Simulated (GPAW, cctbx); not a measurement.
## Li2TeBr6: the scripts behind a bonding study

Short scripts, each with its output. The cell comes from substitution in a known structure type and wasn't matched to any measured phase.

### 1. Relax the structure

```text
cell
1.0
     0.000000000    5.103500000    5.103500000
     5.103500000    0.000000000    5.103500000
     5.103500000    5.103500000    0.000000000
Te Br Li
1 6 2
Direct
0.000000000 0.000000000 0.000000000
0.759100000 0.759100000 0.240900000
0.240900000 0.240900000 0.759100000
0.759100000 0.240900000 0.759100000
0.240900000 0.759100000 0.759100000
0.240900000 0.759100000 0.240900000
0.759100000 0.240900000 0.240900000
0.750000000 0.750000000 0.750000000
0.250000000 0.250000000 0.250000000
```

```python
from ase.constraints import FixSymmetry
from ase.filters import FrechetCellFilter
from ase.io import read, write
from ase.optimize import BFGS
from ase.parallel import parprint
from gpaw import GPAW, PW, FermiDirac

atoms = read("start.vasp")
atoms.set_constraint(FixSymmetry(atoms))
atoms.calc = GPAW(mode=PW(670), xc="PBE", kpts={"size": (3, 3, 3), "gamma": True},
                 occupations=FermiDirac(0.05), maxiter=120, symmetry={"tolerance": 1e-5}, txt="relax.txt")
BFGS(FrechetCellFilter(atoms), maxstep=0.15).run(fmax=0.03, steps=40)
parprint("cell  %.4f %.4f %.4f  %.2f %.2f %.2f" % tuple(atoms.cell.cellpar()))
parprint("volume %.3f A^3, largest force %.3f eV/A, largest stress %.2f GPa" % (atoms.get_volume(), abs(atoms.get_forces()).max(), 160.218 * abs(atoms.get_stress()).max()))
atoms.set_constraint()
write("relaxed.vasp", atoms, direct=True)
```

```console
$ OMP_NUM_THREADS=1 mpirun -n 4 gpaw python run.py > gpaw.log
```

```text
      Step        Energy          fmax
BFGS:    0      -20.440482        3.432090
BFGS:    1      -21.410154        2.318413
BFGS:    2      -22.417050        0.544439
BFGS:    3      -22.490106        0.361736
BFGS:    4      -22.500182        0.302454
BFGS:    5      -22.509564        0.256054
BFGS:    6      -22.534446        0.286956
BFGS:    7      -22.571095        0.339331
BFGS:    8      -22.611693        0.280366
BFGS:    9      -22.635904        0.128611
BFGS:   10      -22.640593        0.017815
cell  7.5651 7.5651 7.5651  60.00 60.00 60.00
volume 306.147 A^3, largest force 0.017 eV/A, largest stress 0.06 GPa
```

Time: 2 min on 4 cores of Intel(R) Xeon(R) Platinum 8488C (Sapphire Rapids) (shared host), peak memory 1.7 GiB.

### 2. Build the all-electron density and subtract free atoms

```text
cell
1.0
     0.000000000    5.349337245    5.349337245
     5.349337245    0.000000000    5.349337245
     5.349337245    5.349337245    0.000000000
Te Br Li
1 6 2
Direct
0.000000000 0.000000000 0.000000000
0.746465530 0.746465530 0.253534470
0.253534470 0.253534470 0.746465530
0.746465530 0.253534470 0.746465530
0.253534470 0.746465530 0.746465530
0.253534470 0.746465530 0.253534470
0.746465530 0.253534470 0.253534470
0.750000000 0.750000000 0.750000000
0.250000000 0.250000000 0.250000000
```

```python
import numpy as np
from ase.io import read
from ase.units import Bohr
from gpaw import GPAW, PW, FermiDirac
from gpaw.calculator import GPAW as OldGPAW
from gpaw.mpi import serial_comm, world
from scipy.special import erfc
from scipy.spatial import cKDTree

atoms = read("cell.vasp")
atoms.calc = GPAW(mode=PW(550), xc="PBE", kpts={"size": (3, 3, 3), "gamma": True},
                 occupations=FermiDirac(0.05), maxiter=120, symmetry={"tolerance": 1e-5}, txt="scf.txt")
atoms.get_potential_energy()
rho = atoms.calc.get_all_electron_density(gridrefinement=2)
moments = atoms.get_magnetic_moments() if atoms.calc.get_number_of_spins() == 2 else np.zeros(len(atoms))
total = atoms.get_magnetic_moment() if moments.any() else 0.0
if world.rank == 0:
    free = OldGPAW(mode=PW(550), xc="PBE", txt=None, communicator=serial_comm)
    neutral = atoms.copy()
    neutral.set_initial_magnetic_moments(None)
    free.initialize(neutral)
    free.set_positions(neutral)
    drho = rho - free.get_all_electron_density(gridrefinement=2)
    # GPAW starts from confined atoms: exchange their smooth part for that of the datasets' free atoms
    h = np.stack(np.meshgrid(*[np.fft.fftfreq(n, 1 / n) for n in drho.shape], indexing="ij"), -1)
    gabs = np.linalg.norm(h @ atoms.cell.reciprocal(), axis=-1)
    tails = np.fft.fftn(free.get_pseudo_density(gridrefinement=2))
    g, form, v0 = np.linspace(0, gabs.max(), 1500), {}, 0
    for e in set(atoms.symbols):
        idx = atoms.symbols.search(e)
        d = free.setups[idx[0]].data
        r, w = d.rgd.r_g * Bohr, d.rgd.r_g**2 * d.rgd.dr_g
        j0 = np.sinc(2 * g[:, None] * r)
        smooth = sum(f * p**2 for f, p in zip(d.f_j, d.phit_jg)) + np.sqrt(4 * np.pi) * d.nct_g
        full = sum(f * p**2 for f, p in zip(d.f_j, d.phi_jg)) + np.sqrt(4 * np.pi) * d.nc_g
        phase = sum(np.exp(-2j * np.pi * h @ s) for s in atoms.get_scaled_positions()[idx])
        tails -= np.interp(gabs, g, j0 @ (smooth * w)) * phase * drho.size / atoms.get_volume()
        form[e] = j0 @ (full * w)
        v0 += 2 * np.pi / 3 * 14.3996 * (full * w * r**2).sum() * len(idx)  # V A^3
    tails *= 0.5 * erfc((gabs - 1.8) / 0.25)  # the tails differ at long wavelengths alone
    drho += np.fft.ifftn(tails).real  # crystal minus superposed spherical free atoms
    np.save("drho.npy", drho)
    dv = atoms.get_volume() / drho.size
    print("grid", drho.shape, " electrons %.3f" % (rho.sum() * dv), " moved by bonding %.3f e" % (abs(drho).sum() * dv / 2))
    pts = np.indices(drho.shape).reshape(3, -1).T / drho.shape @ atoms.cell
    shifts = (np.indices((3, 3, 3)).reshape(3, -1).T - 1) @ atoms.cell
    images = (atoms.positions[None] + shifts[:, None]).reshape(-1, 3)
    dist, idx = cKDTree(images).query(pts, k=4)
    out = drho.ravel()[dist[:, 0] > 0.5]
    print("deformation density beyond 0.5 A of the nuclei: max %.3f, min %.3f e/A^3" % (out.max(), out.min()))
    tie = dist < dist[:, :1] + 1e-4
    q = -np.bincount((idx % len(atoms))[tie], (drho.ravel()[:, None] / tie.sum(1, keepdims=True) * tie)[tie], len(atoms)) * dv
    print("atom        x       y       z   Voronoi charge  moment")
    for a, s, c, m in zip(atoms, atoms.get_scaled_positions(), q, moments):
        print("%-2s%-3d %7.4f %7.4f %7.4f %10.3f %10.2f" % (a.symbol, a.index + 1, *s, c, m))
    np.savez("free.npz", g=g, **form)
    print("mean inner potential of superposed free atoms %.3f V" % (v0 / atoms.get_volume()))
    print("total magnetic moment %.3f muB" % total)
```

```console
$ OMP_NUM_THREADS=1 mpirun -n 4 gpaw python run.py > gpaw.log
```

```text
grid (84, 84, 84)  electrons 268.000  moved by bonding 1.719 e
deformation density beyond 0.5 A of the nuclei: max 0.067, min -0.082 e/A^3
atom        x       y       z   Voronoi charge  moment
Te1    0.0000  0.0000  0.0000      0.503       0.00
Br2    0.7465  0.7465  0.2535     -0.217       0.00
Br3    0.2535  0.2535  0.7465     -0.217       0.00
Br4    0.7465  0.2535  0.7465     -0.217       0.00
Br5    0.2535  0.7465  0.7465     -0.217       0.00
Br6    0.2535  0.7465  0.2535     -0.217       0.00
Br7    0.7465  0.2535  0.2535     -0.217       0.00
Li8    0.7500  0.7500  0.7500      0.399       0.00
Li9    0.2500  0.2500  0.2500      0.399       0.00
mean inner potential of superposed free atoms 9.420 V
total magnetic moment 0.000 muB
```

Time: 17 s.

### 3. Fourier-transform the difference

```python
from cctbx import adptbx, crystal, miller, xray
from cctbx.eltbx import tiny_pse
import numpy as np

cs = crystal.symmetry(unit_cell=(10.6987, 10.6987, 10.6987, 90, 90, 90), space_group_symbol='Hall: -F 4 2 3')  # Fm-3m
atoms = [  # label, site, U (iso, or U11 U22 U33 U12 U13 U23 in A^2), occupancy
    ("Te1", (0, 0, 0), 0.0000, 1),
    ("Br1", (0, 0, 0.74647), 0.0000, 1),
    ("Li1", (0.25, 0.25, 0.75), 0.0000, 1),
]
xs = xray.structure(crystal_symmetry=cs)
for label, site, u, occ in atoms:
    u = adptbx.u_cif_as_u_star(cs.unit_cell(), u) if isinstance(u, tuple) else u
    xs.add_scatterer(xray.scatterer(label, site=site, u=u, occupancy=occ))
xs.scattering_type_registry(table="wk1995")
drho = np.load("drho.npy")
T = np.array([[-1, 1, 1], [1, -1, 1], [1, 1, -1]])  # conventional axes in terms of the primitive ones
dF = np.fft.ifftn(drho) * 1224.58778  # electrons a conventional cell, indexed by primitive hkl
ms = miller.build_set(cs, anomalous_flag=False, d_min=0.9).sort("resolution")
iam = ms.structure_factors_from_scatterers(xs, algorithm="direct").f_calc()
p1 = xs.expand_to_p1()
z = np.array([tiny_pse.table(sc.scattering_type).atomic_number() for sc in p1.scatterers()])
x = np.array(p1.sites_frac())
free = np.load("free.npz")
print("static structure factors of the conventional cell: F in electrons, V (Mott-Bethe) in volts")
print("   h  k  l      d  |F| table  |F| free   |F| DFT   change   |V| free  |V| DFT  change %")
for h, d, table in list(zip(ms.indices(), ms.d_spacings().data(), iam.data()))[:16]:
    df = dF[tuple(np.rint(np.linalg.solve(T, h)).astype(int))]
    phase = np.exp(2j * np.pi * x @ h)
    f = sum(np.interp(1 / d, free["g"], free[sc.scattering_type]) * p for sc, p in zip(p1.scatterers(), phase))
    fz = (z * phase).sum()
    c = 14.3996 * d * d / (np.pi * cs.unit_cell().volume())
    v0, v1 = abs(fz - f) * c, abs(fz - f - df) * c
    print("%4d%3d%3d %7.4f %9.3f %9.3f %9.3f %8.3f %9.3f %8.3f %8s" % (h + (d, abs(table), abs(f), abs(f + df), abs(f + df) - abs(f), v0, v1, "%.1f" % (100 * (v1 / v0 - 1)) if v0 > 0.02 else "-")))
```

```console
$ python run.py
```

```text
static structure factors of the conventional cell: F in electrons, V (Mott-Bethe) in volts
   h  k  l      d  |F| table  |F| free   |F| DFT   change   |V| free  |V| DFT  change %
   1  1  1  6.1769   179.657   179.712   179.024   -0.688     1.379    1.478      7.1
   0  2  0  5.3493   438.338   438.388   439.485    1.097     2.773    2.655     -4.2
   0  2  2  3.7826    47.049    47.000    50.358    3.358     0.024    0.156    547.4
   1  3  1  3.2258   183.350   183.470   182.995   -0.476     1.197    1.215      1.5
   2  2  2  3.0884   546.353   546.568   548.432    1.864     3.877    3.811     -1.7
   0  4  0  2.6747   863.136   863.702   864.294    0.592     5.548    5.532     -0.3
   1  3  3  2.4545   190.026   190.156   189.548   -0.609     1.102    1.116      1.2
   0  4  2  2.3923   368.649   368.957   369.322    0.365     2.018    2.010     -0.4
   2  4  2  2.1839    39.439    39.511    38.554   -0.957     0.161    0.178     10.6
   1  5  1  2.0590   124.245   124.316   124.813    0.497     0.639    0.631     -1.2
   3  3  3  2.0590   197.806   197.904   197.200   -0.704     1.046    1.058      1.1
   0  4  4  1.8913   765.650   765.654   765.044   -0.610     4.072    4.080      0.2
   1  5  3  1.8084   136.028   136.073   136.026   -0.047     0.653    0.654      0.1
   2  4  4  1.7831   330.795   330.842   330.661   -0.181     1.562    1.564      0.1
   0  6  0  1.7831   333.881   333.928   333.127   -0.800     1.577    1.587      0.6
   0  6  2  1.6916    32.837    32.785    32.478   -0.307     0.133    0.137      2.5
```

Time: 0.31 s on 1 core of Intel(R) Xeon(R) Platinum 8488C (Sapphire Rapids) (shared host), peak memory 0.1 GiB.

[Outputs are excerpts: Python notices, other lines and further rows are left out; steps that failed or that the build refused (PBEsol, TPSS) are not shown.]

[Logs are printed without paths, hosts, clocks, repeated set-up lines and the standing remarks that a program may print on its own settings, such as how far it seeks lower states.]
